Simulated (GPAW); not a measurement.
# Polarising W2NS2 MXene monolayer with a field along the normal

The dipole of the cell at several fields, atoms fixed. What does the strongest field give, and what length does the slope stand for?

**Method.** GPAW 26.7.0, plane waves (500 eV), PAW setups, PBE, 12×12 mesh, a dipole layer in the vacuum; geometry relaxed without an applied field with GPAW. The cell's area is 7.81 Å², and e/ε0 = 180.95 V Å.

What came out, but for one run:

| field (V/Å) | dipole (e Å) |
| --- | --- |
| −0.2 | −0.0715 |
| −0.1 | −0.0358 |
| −0.05 | −0.0179 |
| 0.05 | 0.0179 |
| 0.1 | 0.0358 |
| 0.2 | 0.0715 |
| 0.3 | ? |

Q: What is the dipole at 0.3 V/Å?

Worked answer. A line through the 6 points has the slope α = 0.358 e Å per V/Å and the intercept p₀ = 0.0000 e Å (r.m.s. residual 2.8e−05). At 0.3 V/Å it gives p = 0.0000 + 0.358 × 0.3 = 0.1073 e Å; the run gives 0.1073 e Å, so the response stays linear to 0.0 % of the induced part. Dividing by ε0 and the area: α/(ε0 A) = 0.358 × 180.95 / 7.81 = 8.28 Å, against 6.16 Å between the outer nuclei.

Caveats: This is the electronic response alone; ions that move would add to it in polar layers. No run was spin-polarised, so magnetic states weren't tested. Spin-orbit coupling is left out, which matters for the heavier atoms here.
